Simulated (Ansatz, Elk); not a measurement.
# Bonding as seen by X-rays: CaCo2Sb2

Structure refinements treat a crystal as free atoms side by side. For a made-up structure of CaCo2Sb2 (cell and positions from a PBE relaxation) the runs below show what the calculated density changes in F(hkl).

Calculated with Elk 11.2.3 (patched build); DFT, PBE, all-electron APW+lo, Dirac cores, scalar-relativistic bands, static density, ferromagnetic start.

The structure was built from a prototype and need not be the compound's stable phase.

## Step 1: Starting point

Symmetry: I4/mmm, No. 139, tetragonal system. The conventional cell has a = 4.310 Å, b = 4.310 Å, c = 10.967 Å, α = 90.00°, β = 90.00°, γ = 90.00°. Nearest to Sb lie 4 Co at 2.49 Å and 1 Sb at 2.98 Å and 4 Ca at 3.39 Å. Nearest to Co lie 4 Sb at 2.49 Å and 4 Co at 3.05 Å and 4 Ca at 3.49 Å. Nearest to Ca lie 8 Sb at 3.39 Å and 8 Co at 3.49 Å. Farther neighbours are not listed.

Structure file:

```cif
data_structure
_symmetry_space_group_name_H-M 'I4/mmm'
_symmetry_Int_Tables_number 139
_cell_length_a 4.3095
_cell_length_b 4.3095
_cell_length_c 10.9671
_cell_angle_alpha 90.000
_cell_angle_beta 90.000
_cell_angle_gamma 90.000
_cell_volume 203.68
loop_
_atom_site_label
_atom_site_type_symbol
_atom_site_symmetry_multiplicity
_atom_site_Wyckoff_symbol
_atom_site_fract_x
_atom_site_fract_y
_atom_site_fract_z
_atom_site_occupancy
Sb1 Sb 4 e 0.50000 0.50000 0.13594 1
Co1 Co 4 d 0.50000 0.00000 0.25000 1
Ca1 Ca 2 a 0.00000 0.00000 0.00000 1
```

## Step 2: Ground state and structure factors

An all-electron density is needed, since X-rays see the cores too. Task 0 finds the density and task 195 Fourier-transforms it; tshift is off so that phases refer to the origin typed.

File elk.in:

```
tasks
  0
  195
  196

xctype
  20

spinpol
  .true.

rgkmax
  7.0

gmaxvr
  14.0

lmaxo
  7

lmaxapw
  8

swidth
  0.002

tshift
  .false.

ramdisk
  .false.

hmaxvr
  5.5

maxscl
  120

epspot
  1e-06

reducebf
  0.8

sppath
  './'

avec
  -4.07188997999 4.07188997999 10.36240473695
  4.07188997999 -4.07188997999 10.36240473695
  4.07188997999 4.07188997999 -10.36240473695

atoms
  3
  'Sb.in'
  2
  0.6359416898 0.6359416898 -0.0000000000   0.000000 0.000000 0.000000
  0.3640583102 0.3640583102 -0.0000000000   0.000000 0.000000 0.000000
  'Co.in'
  2
  0.2500000000 0.7500000000 0.5000000000   0.000000 0.000000 -0.035000
  0.7500000000 0.2500000000 0.5000000000   0.000000 0.000000 -0.035000
  'Ca.in'
  1
  -0.0000000000 -0.0000000000 0.0000000000   0.000000 0.000000 0.000000

ngridk
  6 6 6
```

The run is started by

```console
OMP_NUM_THREADS=4 elk
```

Numbers of over 12 decimals in the logs are rounded to 6 here.

The program printed:

```text
┌─────────────────────────┐
│ Elk code version 11.2.3 │
└─────────────────────────┘

All units are atomic (Hartree, Bohr, etc.)

┌─────────────────────────────────────────────────┐
│ Ground-state run starting from atomic densities │
└─────────────────────────────────────────────────┘

Lattice vectors :
  -4.071889980       4.071889980       10.36240474
   4.071889980      -4.071889980       10.36240474
   4.071889980       4.071889980      -10.36240474

Reciprocal lattice vectors :
 -0.5114184896E-17  0.7715318118      0.3031721626
  0.7715318118     -0.5114184896E-17  0.3031721626
  0.7715318118      0.7715318118      0.4006374298E-17

Unit cell volume      :    687.2466200
Brillouin zone volume :   0.3609333334

Muffin-tin inner radius fraction :   0.1000000000E-01

Nuclei treated as point charges

Species : 1 (Sb)
 parameters loaded from : Sb.in
 name : antimony
 nuclear charge    :   -51.00000000
 electronic charge :    51.00000000
 atomic mass :    221954.9021
 muffin-tin radius :    2.422311764
 number of radial points in muffin-tin :   1193
 inner part over the whole radius :   0.9955229205E-02
 number on inner part of muffin-tin    :    849
 approximate nuclear radius :   0.8886795689E-04
 number of mesh points to nuclear radius :    431
 atomic positions (lattice), magnetic fields (Cartesian) :
  1 :  -0.36405831 -0.36405831  0.00000000    0.00000000  0.00000000  0.00000000
  2 :   0.36405831  0.36405831  0.00000000    0.00000000  0.00000000  0.00000000

Species : 2 (Co)
 parameters loaded from : Co.in
 name : cobalt
 nuclear charge    :   -27.00000000
 electronic charge :    27.00000000
 atomic mass :    107428.6517
 muffin-tin radius :    2.235980090
 number of radial points in muffin-tin :    993
 inner part over the whole radius :   0.9892617184E-02
 number on inner part of muffin-tin    :    699
 approximate nuclear radius :   0.7243775530E-04
 number of mesh points to nuclear radius :    335
 atomic positions (lattice), magnetic fields (Cartesian) :
  1 :   0.25000000 -0.25000000  0.50000000    0.00000000  0.00000000 -0.03500000
  2 :  -0.25000000  0.25000000  0.50000000    0.00000000  0.00000000 -0.03500000

Species : 3 (Ca)
 parameters loaded from : Ca.in
 name : calcium
 nuclear charge    :   -20.00000000
 electronic charge :    20.00000000
 atomic mass :    73057.72475
 muffin-tin radius :    2.400000000
 number of radial points in muffin-tin :    993
 inner part over the whole radius :   0.9970789793E-02
 number on inner part of muffin-tin    :    698
 approximate nuclear radius :   0.6614485811E-04
 number of mesh points to nuclear radius :    321
 atomic positions (lattice), magnetic fields (Cartesian) :
  1 :   0.00000000  0.00000000  0.00000000    0.00000000  0.00000000  0.00000000

Total number of atoms per unit cell :    5
Total muffin-tin volume :    270.6307338
 ratio of muffin-tin to unit cell volume :   0.3937898360

Spin treatment :
 spin-polarised
 global magnetic field (Cartesian) :    0.000000000       0.000000000       0.000000000
 collinear magnetisation in z-direction

Number of Bravais lattice symmetries :   16
Number of crystal symmetries         :   16
Crystal has inversion symmetry
Real symmetric eigensolver will be used

k-point grid :      6     6     6
k-point offset :    0.000000000       0.000000000       0.000000000
k-point set is reduced with full crystal symmetry group
Total number of k-points :       30

Muffin-tin radius times maximum |G+k| :    7.000000000
 using average radius
Maximum |G+k| for APW functions       :    2.987218875
Maximum (1/2)|G+k|²                   :    4.461738303
Maximum |G| for potential and density :    14.00000000
Constant for pseudocharge density :    8
 order of it for each species :   15  15  15
 order of it for pair densities of each species (exact exchange by exxq0 0: 16) :   10   8  10
Radial integration step length :    1

G-vector grid sizes :     54    54    54
Number of G-vectors :    31859

Maximum angular momentum used for
[...]
Absolute change in total energy (target)   :    1.885857432     (  0.1000000000E-03)

[... loops 3 to 19 left out ...]

┌──────────────────┐
│ Loop number : 20 │
└──────────────────┘

Energies :
 Fermi                       :     0.274425
 sum of occupied eigenvalues :     -9851.2650426636
 electron kinetic            :      17197.040815920
 core electron kinetic       :      16587.466772781
 Coulomb                     :     -33134.450163000
 Coulomb potential           :     -26400.469110527
 nuclear-nuclear             :     -1748.1588333720
 electron-nuclear            :     -36415.381244639
 Hartree                     :      5029.0899150110
 Madelung                    :     -19934.215607736
 xc potential                :     -647.80858705583
 xc effective B-field        :    -0.28158653949129E-01
 external B-field            :      0.000000
 exchange                    :     -488.32264102727
 correlation                 :     -8.917359
 electron entropic           :    -0.10409938202736E-02
 total energy                :     -16434.650387692
 (external B-field energy excluded from total)

Density of states at Fermi energy :    78.91627629
 (states/Hartree/unit cell)

Estimated indirect band gap :   0.4922659756E-03
 from k-point 7 to k-point 2
Estimated direct band gap   :   0.4028459636E-02
 at k-point 7

Charges :
 core                        :    106.0000000
 valence                     :    70.00000000
 interstitial                :    8.801104541
 muffin-tins (core leakage)
  species : 1 (Sb)
[...]
species : 2 (Co)
[...]
species : 3 (Ca)
[...]
total in muffin-tins        :    167.1988955
 total calculated charge     :    175.9935510
 total charge                :    176.0000000
 error                       :   0.6449030418E-02

Moments :
 interstitial                :  -0.3389117302E-01
 muffin-tins
  species : 1 (Sb)
[...]
species : 2 (Co)
[...]
species : 3 (Ca)
[...]
total in muffin-tins        :    1.408781958
 total moment                :    1.374890785

RMS change in Kohn-Sham potential (target) :   0.3586665670E-06 (  0.1000000000E-05)
Absolute change in total energy (target)   :   0.2471802509E-04 (  0.1000000000E-03)

Convergence targets achieved

┌──────────────────┐
│ Loop number : 21 │
└──────────────────┘

Energies :
 Fermi                       :     0.274425
 sum of occupied eigenvalues :     -9851.2650295217
 electron kinetic            :      17197.040812015
 core electron kinetic       :      16587.466773686
 Coulomb                     :     -33134.450149352
 Coulomb potential           :     -26400.469112447
 nuclear-nuclear             :     -1748.1588333720
 electron-nuclear            :     -36415.381215281
 Hartree                     :      5029.0898993001
 Madelung                    :     -19934.215593129
 xc potential                :     -647.80856814795
 xc effective B-field        :    -0.28158742735082E-01
 external B-field            :      0.000000
 exchange                    :     -488.32264016318
 correlation                 :     -8.917359
 electron entropic           :    -0.10409833575814E-02
 total energy                :     -16434.650377083
 (external B-field energy excluded from total)

Density of states at Fermi energy :    78.91507749
 (states/Hartree/unit cell)

Estimated indirect band gap :   0.4930378363E-03
 from k-point 7 to k-point 2
Estimated direct band gap   :   0.4028849322E-02
 at k-point 7

Charges :
 core                        :    106.0000000
 valence                     :    70.00000000
 interstitial                :    8.801105322
 muffin-tins (core leakage)
  species : 1 (Sb)
[...]
species : 2 (Co)
   atom 1                    :    25.87458561     (  0.1126627271E-02)
   atom 2                    :    25.87458561     (  0.1126627271E-02)
  species : 3 (Ca)
   atom 1                    :    18.11439999     ( -0.1989211000E-06)
 total in muffin-tins        :    167.1988947
 total calculated charge     :    175.9935510
 total charge                :    176.0000000
 error                       :   0.6449029613E-02

Moments :
 interstitial                :  -0.3390642589E-01
 muffin-tins
  species : 1 (Sb)
[...]
species : 2 (Co)
   atom 1                    :   0.7100376490
   atom 2                    :   0.7100376490
  species : 3 (Ca)
   atom 1                    :   0.1854466109E-02
 total in muffin-tins        :    1.408779318
 total moment                :    1.374872892

┌──────────────────────────────┐
│ Self-consistent loop stopped │
└──────────────────────────────┘

Warning : core states of species 1 leak from the muffin-tin :   0.2016932323E-02

Warning : core states of species 2 leak from the muffin-tin :   0.1126627271E-02

Wrote STATE.OUT
```

It took 5.1 min on 4 threads of Arm Neoverse V2, shared host; peak memory 0.53 GiB; 18 min of CPU time.

SFACRHO.OUT:

```text

h k l indices transformed by vhmat matrix:
   1.000000000       0.000000000       0.000000000    
   0.000000000       1.000000000       0.000000000    
   0.000000000       0.000000000       1.000000000    

      h      k      l  multipl.   |H|            Re(F)            Im(F)           |F|

      0      0      0      1   0.0000000       176.00000      0.57944602E-16   176.00000    
      1      1     -1      2  0.60634433      -46.052918     -0.57789458E-14   46.052918    
      0      1      0      8  0.82896001      -43.482036      0.16127974E-16   43.482036    
     -1      1      0      4   1.0911108       56.508088      0.10485588E-15   56.508088    
     -1     -2      1      8   1.1926783       85.549942     -0.10907282E-16   85.549942    
     -2     -2      2      2   1.2126887      -22.625347     -0.10658588E-13   22.625347    
      0      2     -1      8   1.2482692       46.510831      0.42683908E-14   46.510831    
      1     -1      1      4   1.5430636       131.35729     -0.51779305E-14   131.35729    
      2      2     -1      8   1.6312990      -99.464321     -0.49041951E-14   99.464321    
     -2      0      0      8   1.6579200      -35.997149      0.99665101E-16   35.997149    
      3      2     -3      8   1.7009102       45.039555      0.10868604E-16   45.039555    
      1      0     -2     16   1.7516335      -36.354814      0.29278155E-16   36.354814    
     -3     -3      3      2   1.8190330       5.0594066     -0.52234719E-13   5.0594066    
      0     -3      2     16   1.9502633       71.686279     -0.18355565E-16   71.686279    
     -3     -1      3      8   1.9625644      -21.259831      0.27625039E-14   21.259831    
     -4     -2      3      8   2.1211798       72.997550     -0.12671196E-13   72.997550    
      0      0     -2      4   2.1822215       112.62624      0.79912675E-14   112.62624    
      3      4     -4      8   2.2581001      -53.143166      0.66938716E-17   53.143166
```

Elk indexes on the primitive cell of elk.in and gives |H| = 4π sin θ/λ in inverse bohr. Below, one row stands for each form hkl of the conventional cell (m members, Friedel mates merged), F is for one primitive cell and the density is static (no thermal factor). Free-atom factors are Waasmaier and Kirfel's, and R is Σm||F|−|F'||/Σm|F|.

```
hkl   m  sin θ/λ (Å⁻¹)  abs F, DFT  neutral atoms   diff.
002   2          0.091      46.053         45.581  +0.471
101   8          0.125      43.482         43.517  -0.035
110   4          0.164      56.508         56.880  -0.372
103   8          0.179      85.550         85.529  +0.021
004   2          0.182      22.625         22.658  -0.033
112   8          0.188      46.511         46.271  +0.240
200   4          0.232     131.357        131.594  -0.237
114   8          0.245      99.464         99.803  -0.339
202   8          0.249      35.997         36.263  -0.266
105   8          0.256      45.040         45.109  -0.070
211  16          0.263      36.355         36.479  -0.124
006   2          0.274       5.059          4.728  +0.332
213  16          0.293      71.686         71.803  -0.116
204   8          0.295      21.260         21.178  +0.081
116   8          0.319      72.998         73.140  -0.142
220   4          0.328     112.626        112.813  -0.187
107   8          0.340      53.143         53.145  -0.002
222   8          0.341      31.057         31.238  -0.181
```

## Step 3: The magnetisation density

The same run holds the spin density, and task 196 transforms it. The order is that of the start, and no other was tried.

SFACMAG_1.OUT:

```text

h k l indices transformed by vhmat matrix:
   1.000000000       0.000000000       0.000000000    
   0.000000000       1.000000000       0.000000000    
   0.000000000       0.000000000       1.000000000    

      h      k      l  multipl.   |H|            Re(F)            Im(F)           |F|

      0      0      0      1   0.0000000       1.3748729      0.11588481E-17   1.3748729    
      1      1     -1      2  0.60634433      -1.2698077     -0.15032942E-15   1.2698077    
      0      1      0      8  0.82896001     -0.15231543E-01 -0.15472091E-19  0.15231543E-01
     -1      1      0      4   1.0911108      -1.1606672      0.27838883E-17   1.1606672    
     -1     -2      1      8   1.1926783     -0.52675118E-02 -0.55761530E-20  0.52675118E-02
     -2     -2      2      2   1.2126887       1.1869503     -0.26339288E-15   1.1869503    
      0      2     -1      8   1.2482692       1.1051873      0.10340077E-15   1.1051873    
      1     -1      1      4   1.5430636      0.90121353     -0.10628869E-15  0.90121353    
      2      2     -1      8   1.6312990     -0.94242405     -0.10755820E-15  0.94242405    
     -2      0      0      8   1.6579200     -0.86755573      0.10235679E-16  0.86755573    
      3      2     -3      8   1.7009102      0.82926396E-02 -0.97180242E-18  0.82926396E-02
      1      0     -2     16   1.7516335      0.32023101E-02 -0.76623160E-18  0.32023101E-02
     -3     -3      3      2   1.8190330     -0.92050146     -0.12594820E-14  0.92050146    
      0     -3      2     16   1.9502633      0.65568937E-02 -0.82376024E-18  0.65568937E-02
     -3     -1      3      8   1.9625644      0.73157303      0.56544712E-16  0.73157303    
     -4     -2      3      8   2.1211798      0.74017938     -0.26661538E-15  0.74017938
```

The total moment is 1.37 μB a cell; sphere moments: Sb1 -0.01, Sb2 -0.01, Co3 +0.71, Co4 +0.71, Ca5 0.00 μB. Polarised neutrons measure spin and orbital magnetisation together; without spin-orbit coupling the run gives the spin part:

```csv
hkl,sin θ/λ (Å⁻¹),abs F_M (μB)
002,0.091,1.270
101,0.125,0.015
110,0.164,1.161
103,0.179,0.005
004,0.182,1.187
112,0.188,1.105
200,0.232,0.901
114,0.245,0.942
202,0.249,0.868
105,0.256,0.008
211,0.263,0.003
006,0.274,0.920
213,0.293,0.007
204,0.295,0.732
```

(Part 1 of 2 ends here.)

[Logs are printed without paths, hosts, clocks, repeated set-up lines and the standing remarks that a program may print on its own settings, such as how far it seeks lower states.]

[Hosts, paths, dates, database ids (printed as entryN), source tags and the programs' standing remarks are cut or masked in the printed files.]
